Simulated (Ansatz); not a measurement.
**Is KF (Carobbiite, Fm-3m) stable when the ions move?**

Wanted: self-consistent phonon frequencies, thermal pressure and a stability verdict for KF (Carobbiite).

Method: DFT LDA, scalar-relativistic, plane waves, PAW; PAW set soft_1, in Ansatz 0.2.0.

## Step 1: The structure

It takes space group Fm-3m (No. 225, cubic). Conventional cell: a = 5.344 Å, b = 5.344 Å, c = 5.344 Å, α = 90.00°, β = 90.00°, γ = 90.00°. Nearest to K lie 6 F at 2.67 Å. Nearest to F lie 6 K at 2.67 Å. Farther neighbours and most contacts between anions are not listed.

## Step 2: A first coarse run

Before spending time, one coarse run tells the gap and the pressure of the starting cell.

The input, input.yaml:

```yaml
crystal:
  lattice:
    - [0.0, 2.67185, 2.67185]
    - [2.67185, 0.0, 2.67185]
    - [2.67185, 2.67185, 0.0]
  atoms:
    - { symbol: K, position: [0.0, 0.0, 0.0] }
    - { symbol: F, position: [0.5, 0.5, 0.5] }
kpoints:
  mp_grid: { grid: [6, 6, 6] }
hamiltonian:
  xc: lda
  pseudopotentials: { kind: paw, azcp: { folder: soft_1 }, xc_functional: pbe }
scf:
  occupations: { method: gaussian, width: 0.1 }
  lower_state_search: "off"
output:
  forces: true
  stress: true
  eigenvalues: true
```

Run with:

```console
> ansatz run input.yaml --threads 8 --pin off --max-ram 16384MiB --backend cpu --events-out ev --progress --plain --runs-dir out
```

Numbers of over 12 decimals in the logs are rounded to 6 here.

The log of the run:

```text
Engine: ansatz 0.2.0, aarch64-unknown-linux-gnu
Pseudopotentials: kind: paw
Pseudopotential: K, paw, valence charge 9, recommended cutoff 420 eV (normal), soft_1/K.paw.azcp
Pseudopotential: F, paw, valence charge 7, recommended cutoff 420 eV (normal), soft_1/F.paw.azcp
Functional definition: SPW92
  exchange = slater_x
  correlation = pw_c
Crystal: 2 atoms, lattice volume = 38.148 Å³
Basis set: ecut = 420 eV, 725 PW (Γ)
Bands: 12, of which v1, the nominal top of the filled ones, is band 8 counted from 1 (7 counted from 0)
Symmetry: 48 space group operations
Space group: Fm-3m (ITA 225), of the structure as read, at distance tolerance 3.4e-5 Å
k-points: 16 of 216
Non-local potential: K, projectors of the file, l = 0: 3, l = 1: 2, l = 2: 2
Non-local potential: F, projectors of the file, l = 0: 2, l = 1: 2, l = 2: 1
PAW form: soft (Blöchl's): semilocal exchange-correlation on the pseudo side does not see the compensation charge
PAW frozen core: K, regenerated for the run's functional, and the local potential with it (the file was generated under x = pbe(κ = 0.804, μ = 0.219515), c = pbe(β = 0.066725))
PAW frozen core: F, regenerated for the run's functional, and the local potential with it (the file was generated under x = pbe(κ = 0.804, μ = 0.219515), c = pbe(β = 0.066725))
PAW one-centre angular grid: K, 110 points (default); XC on 64 Gauss nodes
PAW one-centre angular grid: F, 110 points (default); XC on 64 Gauss nodes
Initial density: superposition of atomic densities (chi_scale 0.1, normalization cell, long waves kept (reshape's long-wave potential 0.00 eV rms))
Initial wavefunctions: pseudopotential atomic-orbital guess
Functional: x = slater, c = lda
SCF iter   1: F=—  HF=-2296.336196 eV  |F-HF|=—  |Δ(HF+E_count)|=         —  Δρ=2.17e-1  dr2=1.55e1  ethr=3.10e-3  ⟨swp⟩=6.3  Hψ=1266  notcnv=0
preconditioner: auto → none  [insulator: Δε(μ)=1.936 eV  Ē_g=15.677 eV  σ=0.100 eV  W_gap=1.00  n_scr=14 (ndim 8)  ℏωp=22.5 eV  f_vac=0.000  D(μ)=0.00/eV (n_scr^D=0)  ε∞_Penn≈3.1]
SCF iter   2: F=—  HF=-2292.858443 eV  |F-HF|=—  |Δ(HF+E_count)|=    3.48e0  Δρ=3.12e-2  dr2=4.54e-1  ethr=3.10e-3  ⟨swp⟩=3.4  Hψ=579  notcnv=0
SCF iter   3: F=—  HF=-2292.745860 eV  |F-HF|=—  |Δ(HF+E_count)|=   1.13e-1  Δρ=9.48e-3  dr2=3.09e-2  ethr=2.84e-3  ⟨swp⟩=2.7  Hψ=306  notcnv=0
SCF iter   4: F=—  HF=-2292.737200 eV  |F-HF|=—  |Δ(HF+E_count)|=   8.66e-3  Δρ=2.06e-3  dr2=1.89e-3  ethr=1.93e-4  ⟨swp⟩=2.3  Hψ=305  notcnv=0
SCF iter   5: F=—  HF=-2292.736716 eV  |F-HF|=—  |Δ(HF+E_count)|=   4.84e-4  Δρ=7.25e-4  dr2=2.43e-4  ethr=1.18e-5  ⟨swp⟩=1.9  Hψ=215  notcnv=0
SCF iter   6: F=—  HF=-2292.736649 eV  |F-HF|=—  |Δ(HF+E_count)|=   6.65e-5  Δρ=1.58e-4  dr2=1.09e-5  ethr=1.52e-6  ⟨swp⟩=1.9  Hψ=235  notcnv=0
SCF iter   7: F=—  HF=-2292.736647 eV  |F-HF|=—  |Δ(HF+E_count)|=   1.87e-6  Δρ=1.64e-5  dr2=9.73e-8  ethr=6.25e-10  ⟨swp⟩=5.6  Hψ=1129  notcnv=0
SCF iter   8: F=-2292.736647 eV  HF=-2292.736647 eV  |F-HF|=3.95e-8  |Δ(HF+E_count)|=   7.44e-9  Δρ=1.11e-5  dr2=4.44e-8  ethr=6.08e-10  ⟨swp⟩=2.0  Hψ=576  notcnv=0
SCF 1 converged in 8 iterations: F = -2292.736647 eV  dr2 = 4.44e-8
  greatest PAW one-centre occupation: 0.985 electrons in one spin orbital (limit 2), on the K atom at site 0 (counted from 0), in its partial waves of l = 0
SCF converged after 8 iterations
Free energy (F): -2292.736647 eV
Harris-Foulkes:  -2292.736647 eV  (|F-HF|=3.95e-8)
Internal energy: -2292.736647 eV  (E = F + TS)
E sigma→0 (E₀):  -2292.736647 eV
Fermi energy:    3.903320 eV
--- Per-component energies (eV) ---
  E_band       = -129.348085
  E_kinetic    = 451.291937
  E_local      = -1116.011060  (includes V_loc(G=0)·N_el)
  E_nonlocal   = 104.587036
  E_hartree    = 398.833463
  E_xc         = -209.293622
  E_vxc        = -262.563789  (∫ρ·V_xc dr)
  E_paw        = -934.453922  (= ΣΔE_a)
  E_vpaw       = -104.313949  (= ΣTr[D̂ρ^β])
  E_aug_tail   = 0.000706  (compensation charges beyond the density's cutoff)
  E_ewald      = -988.061939
  E_core_change = 0.370752  (= ΣΔE_core)
  E_smearing   = -0.000000  (= −TS)
  E_closure    = -0.000000  (closes the sum)
  Σ components = -2292.736647   (vs F -2292.736647, Δ=0.00e0)
--- Forces (eV/Å), atoms counted from 1 ---
  atom   1  K     -0.00000000     0.00000000    -0.00000000
  atom   2  F      0.00000000    -0.00000000    -0.00000000
  max |Σ_I F_I| component: 4.09e-29 eV/Å
--- Stress (GPa, compression-positive) ---
       -3.499429       0.000000       0.000000
       -0.000000      -3.499429       0.000000
       -0.000000       0.000000      -3.499429
  P = ⅓ Tr σ = -3.4994 GPa (-34.994 kbar)
--- Band table (eV; the first three rows and the last of 16) ---
  k-point 0: bands = [... 4 lower, -8.1035, 0.9994, 0.9994, 0.9994, 6.8054, 11.5292, 11.5292, 11.5292]
  k-point 1: bands = [... 4 lower, -8.1133, 0.7493, 0.9052, 0.9052, 7.5610, 11.0938, 11.8956, 11.8956]
  k-point 2: bands = [... 4 lower, -8.1327, 0.3370, 0.7234, 0.7234, 9.1367, 10.8018, 12.6311, 12.6311]
  k-point 15: bands = [... 4 lower, -8.2299, 0.6657, 0.8042, 0.8793, 9.6728, 11.3155, 11.7911, 14.3643]
```

Elapsed: 0.85 s, on 8 threads of Arm Neoverse V1, shared host; peak memory 0.27 GiB.

Numbers from this step:

| Property | Result |
| --- | --- |
| pressure | -3.499 GPa |
| gap on the k-mesh | 5.806 eV |
| volume per atom | 19.07 Å³/atom |

The start is under -3.5 GPa at this level and looks like an insulator or semiconductor on this mesh.

## Step 3: Relaxation

Phonons are second derivatives about a minimum, so cell and atoms are relaxed first, inside the symmetry of the start.

input.yaml, the sections that differ from step 2:

```yaml
kpoints:
  mp_grid: { grid: [8, 8, 8] }
scf:
  occupations: { method: gaussian, width: 0.02 }
  lower_state_search: "off"
relax:
  adjacent_minimum: "off"
  f_tol: 0.005
  max_steps: 80
  cell: { stress_tol: 0.05 }
# crystal, hamiltonian, output: as in step 2
```

The log of the run:

```text
[...]
Crystal: 2 atoms, lattice volume = 38.148 Å³
Basis set: ecut = 420 eV, 725 PW (Γ)
Bands: 12, of which v1, the nominal top of the filled ones, is band 8 counted from 1 (7 counted from 0)
Symmetry: 48 space group operations
[...]
k-points: 29 of 512
[...]
SCF iter   1: F=—  HF=-2296.336445 eV  |F-HF|=—  |Δ(HF+E_count)|=         —  Δρ=2.17e-1  dr2=1.55e1  ethr=3.10e-3  ⟨swp⟩=6.6  Hψ=2378  notcnv=0
[...]
SCF iter   8: F=-2292.736707 eV  HF=-2292.736707 eV  |F-HF|=4.59e-8  |Δ(HF+E_count)|=   1.92e-9  Δρ=1.18e-5  dr2=5.16e-8  ethr=6.25e-10  ⟨swp⟩=5.2  Hψ=1563  notcnv=0
SCF 1 converged in 8 iterations: F = -2292.736707 eV  dr2 = 5.16e-8
[...]
relax step   1: F+E_penalty+E_count = -2292.73670670 eV  Δ(F+E_penalty+E_count) = +0.000e0 eV  max|allowed force component| = 2.651e-29 eV/Å  Δτ_max = 0.0000 Å  P = -3.499 GPa  Ω = 38.148 Å³  (8 SCF iters, dr2 threshold 1.00e-7 eV, accepted)
Crystal: 2 atoms, lattice volume = 34.285 Å³
Basis set: ecut = 420 eV, 645 PW (Γ)
[...]
iter 1 solved again at ethr=2.05e-4 eV; its pass at ethr=3.10e-3 eV (dr2=3.28e-2 eV) is discarded
[...]
SCF iter   6: F=-2292.785860 eV  HF=-2292.785860 eV  |F-HF|=2.61e-9  |Δ(HF+E_count)|=   1.55e-7  Δρ=3.10e-6  dr2=3.08e-9  ethr=1.25e-9  ⟨swp⟩=5.0  Hψ=1502  notcnv=0
SCF 2 converged in 6 iterations: F = -2292.785860 eV  dr2 = 3.08e-9
relax step   2: F+E_penalty+E_count = -2292.78586049 eV  Δ(F+E_penalty+E_count) = -4.915e-2 eV  max|allowed force component| = 1.400e-29 eV/Å  Δτ_max = 0.0000 Å  P = +0.371 GPa  Ω = 34.285 Å³  energy of the carried Pulay correction = +6.891e-3 eV  (6 SCF iters, dr2 threshold 2.00e-7 eV, accepted)
Crystal: 2 atoms, lattice volume = 34.621 Å³
[...]
SCF iter   4: F=-2292.785548 eV  HF=-2292.785548 eV  |F-HF|=1.70e-8  |Δ(HF+E_count)|=   1.63e-6  Δρ=3.61e-5  dr2=1.56e-7  ethr=1.25e-9  ⟨swp⟩=3.0  Hψ=1290  notcnv=0
SCF 3 converged in 4 iterations: F = -2292.785548 eV  dr2 = 1.56e-7
relax step   3: F+E_penalty+E_count = -2292.78554777 eV  Δ(F+E_penalty+E_count) = +3.127e-4 eV  max|allowed force component| = 2.761e-29 eV/Å  Δτ_max = 0.0000 Å  P = -0.064 GPa  Ω = 34.621 Å³  energy of the carried Pulay correction = +6.263e-3 eV  (4 SCF iters, dr2 threshold 2.00e-7 eV, accepted)
[...]
relax step   4: F+E_penalty+E_count = -2292.78565161 eV  Δ(F+E_penalty+E_count) = -1.038e-4 eV  max|allowed force component| = 6.048e-30 eV/Å  Δτ_max = 0.0000 Å  P = -0.002 GPa  Ω = 34.571 Å³  energy of the carried Pulay correction = +6.357e-3 eV  (4 SCF iters, dr2 threshold 1.03e-8 eV, accepted)
[...]
relax step   5: F+E_penalty+E_count = -2292.78193969 eV  Δ(F+E_penalty+E_count) = +3.712e-3 eV  max|allowed force component| = 9.762e-30 eV/Å  Δτ_max = 0.0000 Å  P = -0.227 GPa  Ω = 34.571 Å³  stress off target by 2.27e-1 GPa  SCF on the basis re-selected at this cell (its energy is not comparable with the rows above)  (6 SCF iters)
[...]
relax step   6: F+E_penalty+E_count = -2292.78240672 eV  Δ(F+E_penalty+E_count) = -4.670e-4 eV  max|allowed force component| = 4.115e-29 eV/Å  Δτ_max = 0.0000 Å  P = +0.013 GPa  Ω = 34.388 Å³  energy of the carried Pulay correction = +3.448e-4 eV  (4 SCF iters, dr2 threshold 1.29e-7 eV, accepted)
[...]
SCF iter   1: F=—  HF=-2292.782111 eV  |F-HF|=—  |Δ(HF+E_count)|=         —  Δρ=2.36e-5  dr2=4.18e-8  ethr=2.37e-6  ⟨swp⟩=2.2  Hψ=2989  notcnv=0
eigensolver tolerance schedule: the retry pair's looser diagonalisation over-reported the residual by 9071.92 of it (diagonalisation noise at an unbounded share of the residual, at the tolerance the schedule requests for it); recorded, not acted on — ethr = c·dr2/N_el stays at c = 1.0e-1
[...]
SCF iter   2: F=—  HF=-2292.782112 eV  |F-HF|=—  |Δ(HF+E_count)|=   1.15e-6  Δρ=1.16e-5  dr2=1.43e-8  ethr=2.61e-10  ⟨swp⟩=2.7  Hψ=656  notcnv=0
[...]
SCF iter   5: F=-2292.782112 eV  HF=-2292.782112 eV  |F-HF|=1.36e-12  |Δ(HF+E_count)|=  3.77e-11  Δρ=1.21e-7  dr2=1.28e-12  ethr=1.00e-12  ⟨swp⟩=3.1  Hψ=1367  notcnv=0
SCF 7 converged in 5 iterations: F = -2292.782112 eV  dr2 = 1.28e-12
relax step   7: F+E_penalty+E_count = -2292.78211183 eV  Δ(F+E_penalty+E_count) = +2.949e-4 eV  max|allowed force component| = 5.634e-29 eV/Å  Δτ_max = 0.0000 Å  P = +0.001 GPa  Ω = 34.388 Å³  stress off target by 9.20e-4 GPa  SCF on the basis re-selected at this cell (its energy is not comparable with the rows above)  (5 SCF iters)
[...]
SCF converged after 5 iterations
Free energy (F): -2292.782112 eV
[...]
Internal energy: -2292.782112 eV  (E = F + TS)
E sigma→0 (E₀):  -2292.782112 eV
Fermi energy:    4.951325 eV
[...]
--- Stress (GPa, compression-positive) ---
        0.000920      -0.000000      -0.000000
       -0.000000       0.000920      -0.000000
       -0.000000      -0.000000       0.000920
  P = ⅓ Tr σ = 0.0009 GPa (0.009 kbar)
--- Band table (eV; the first three rows and the last of 29) ---
  k-point 0: bands = [... 4 lower, -6.9833, 1.7683, 1.7683, 1.7683, 8.1343, 12.5657, 12.5657, 12.5657]
  k-point 1: bands = [... 4 lower, -6.9899, 1.5938, 1.6967, 1.6967, 8.6161, 12.2776, 12.8030, 12.8030]
  k-point 2: bands = [... 4 lower, -7.0056, 1.2297, 1.5294, 1.5294, 9.7769, 11.9279, 13.4001, 13.4001]
  k-point 28: bands = [... 4 lower, -7.0876, 1.2537, 1.6507, 1.6507, 11.5638, 11.5638, 13.4317, 15.7531]
--- Relaxed structure (5 steps of the walk, 5 accepted, 2 SCFs on fresh bases) ---
  F+E_penalty+E_count = -2292.78211183 eV   max|allowed force component| = 5.634e-29 eV/Å   (the final SCF, on the basis selected at the relaxed cell)
  cell:  # Å, volume = 34.3883 Å³
    - [0, 2.581034, 2.581034]
    - [2.581034, 0, 2.581034]
    - [2.581034, 2.581034, 0]
  atoms:
    - { symbol: K, position: [0, 0, 0] }
    - { symbol: F, position: [0.500000, 0.500000, 0.500000] }
```

It took 1.6 s on 8 threads; peak memory 0.3 GiB; 8.1 s of CPU time.

The steps of the relaxation:

```
step  energy less that of the first step (eV)  largest force component (eV/Å)  pressure (GPa)  volume (Å³)
   1                                   0.0000                          0.0000           -3.50        38.15
   2                                  -0.0492                          0.0000            0.37        34.28
   3                                  -0.0488                          0.0000           -0.06        34.62
   4                                  -0.0489                          0.0000            0.00        34.57
  5*                                  -0.0452                          0.0000           -0.23        34.57
   6                                  -0.0457                          0.0000            0.01        34.39
  7*                                  -0.0454                          0.0000            0.00        34.39
```

Relaxation steps marked * repeat the geometry before them on a plane-wave basis chosen anew for their cell, so energy and pressure can jump there.

The run keeps the 48 symmetry operations that it works with, so distortions that break them were not tested.

```
conventional cell, symmetrised  before  after  change
                         a (Å)   5.344  5.162  -3.4 %
                         b (Å)   5.344  5.162  -3.4 %
                         c (Å)   5.344  5.162  -3.4 %
              volume (Å³/atom)   19.07  17.19  -9.9 %
```

The relaxed structure:

```
K F
1.0
     0.00000    2.58103    2.58103
     2.58103    0.00000    2.58103
     2.58103    2.58103    0.00000
K F
1 1
Direct
  0.00000 0.00000 0.00000
  0.50000 0.50000 0.50000
```

This step gave:

```yaml
pressure: 9.20e-4 GPa
gap_on_the_k_mesh: 6.366 eV
volume_per_atom: 17.19 Å³/atom
```

The relaxation ends with a pressure of 0.00 GPa.

## Step 4: A second relaxation

The relaxation is run once more from where the first one ended, as the script does after a large change of volume or of the gap, with mesh and occupations reviewed.

Edit input.yaml of step 3 so:

```diff
@@ -2,5 +2,5 @@
   lattice:
-    - [0.0, 2.67185, 2.67185]
-    - [2.67185, 0.0, 2.67185]
-    - [2.67185, 2.67185, 0.0]
+    - [0.0, 2.581034007, 2.581034007]
+    - [2.581034007, 0.0, 2.581034007]
+    - [2.581034007, 2.581034007, 0.0]
   atoms:
```

The log of the run:

```text
[...]
Crystal: 2 atoms, lattice volume = 34.388 Å³
Basis set: ecut = 420 eV, 645 PW (Γ)
Bands: 12, of which v1, the nominal top of the filled ones, is band 8 counted from 1 (7 counted from 0)
Symmetry: 48 space group operations
[...]
k-points: 29 of 512
[...]
k-point 28: bands = [... 4 lower, -7.0876, 1.2537, 1.6507, 1.6507, 11.5638, 11.5638, 13.4317, 15.7531]
--- Relaxed structure (1 steps of the walk, 1 accepted, 1 SCFs on fresh bases) ---
[...]
cell:  # Å, volume = 34.3883 Å³
    - [0.0, 2.581034007, 2.581034007]
    - [2.581034007, 0.0, 2.581034007]
    - [2.581034007, 2.581034007, 0.0]
  atoms:
    - { symbol: K, position: [0.0, 0.0, 0.0] }
    - { symbol: F, position: [0.5, 0.5, 0.5] }
[key lines of the parts left out:]
SCF converged after 5 iterations
Free energy (F): -2292.782112 eV
Fermi energy:    4.951324 eV
P = ⅓ Tr σ = 0.0009 GPa (0.009 kbar)
```

Run time: 0.58 s. Hardware: 8 threads; peak memory 0.29 GiB.

Little changed from the start: no atom moved by 0.005 Å and no cell edge by 0.1 %.

Numbers from this step:

* pressure: 9.14e-4 GPa

## Step 5: Relaxing to small residual forces and stress

The relaxation is repeated with tighter thresholds on force and stress, since phonons are sensitive to what is left; a change of mesh or smearing in the input moves the cell too.

input.yaml, the sections that differ from step 4:

```yaml
scf:
  occupations: { method: fixed }
  lower_state_search: "off"
relax:
  adjacent_minimum: "off"
  f_tol: 0.001
  max_steps: 60
  cell: { stress_tol: 0.01 }
# crystal, kpoints, hamiltonian, output: as in step 4
```

The log of the run:

```text
[...]
Crystal: 2 atoms, lattice volume = 34.388 Å³
Basis set: ecut = 420 eV, 645 PW (Γ)
Bands: 12, of which v1, the nominal top of the filled ones, is band 8 counted from 1 (7 counted from 0)
Symmetry: 48 space group operations
[...]
k-points: 29 of 512
[...]
k-point 28: bands = [... 4 lower, -7.0876, 1.2537, 1.6507, 1.6507, 11.5638, 11.5638, 13.4317, 15.7531]
--- Relaxed structure (1 steps of the walk, 1 accepted, 1 SCFs on fresh bases) ---
[...]
cell:  # Å, volume = 34.3883 Å³
    - [0.0, 2.581034007, 2.581034007]
    - [2.581034007, 0.0, 2.581034007]
    - [2.581034007, 2.581034007, 0.0]
  atoms:
    - { symbol: K, position: [0.0, 0.0, 0.0] }
    - { symbol: F, position: [0.5, 0.5, 0.5] }
[key lines of the parts left out:]
SCF converged after 6 iterations
Free energy (F): -2292.782112 eV
Fermi energy:    1.768267 eV
P = ⅓ Tr σ = 0.0009 GPa (0.009 kbar)
```

Elapsed: 0.56 s, on 8 threads; peak memory 0.28 GiB; 2.5 s of CPU time.

Little changed from the start: no atom moved by 0.005 Å and no cell edge by 0.1 %.

Numbers from this step:

```yaml
pressure: 9.21e-4 GPa
```

The residual pressure is 9.2e-4 GPa, small enough for phonons.

(Continued in part 2 of 3.)

[Logs are printed without paths, hosts, clocks, repeated set-up lines and the standing remarks that a program may print on its own settings, such as how far it seeks lower states.]

[Hosts, paths, dates, database ids (printed as entryN), source tags and the programs' standing remarks are cut or masked in the printed files.]

[A step with changed settings may run another functional than the one named; its input shows which.]
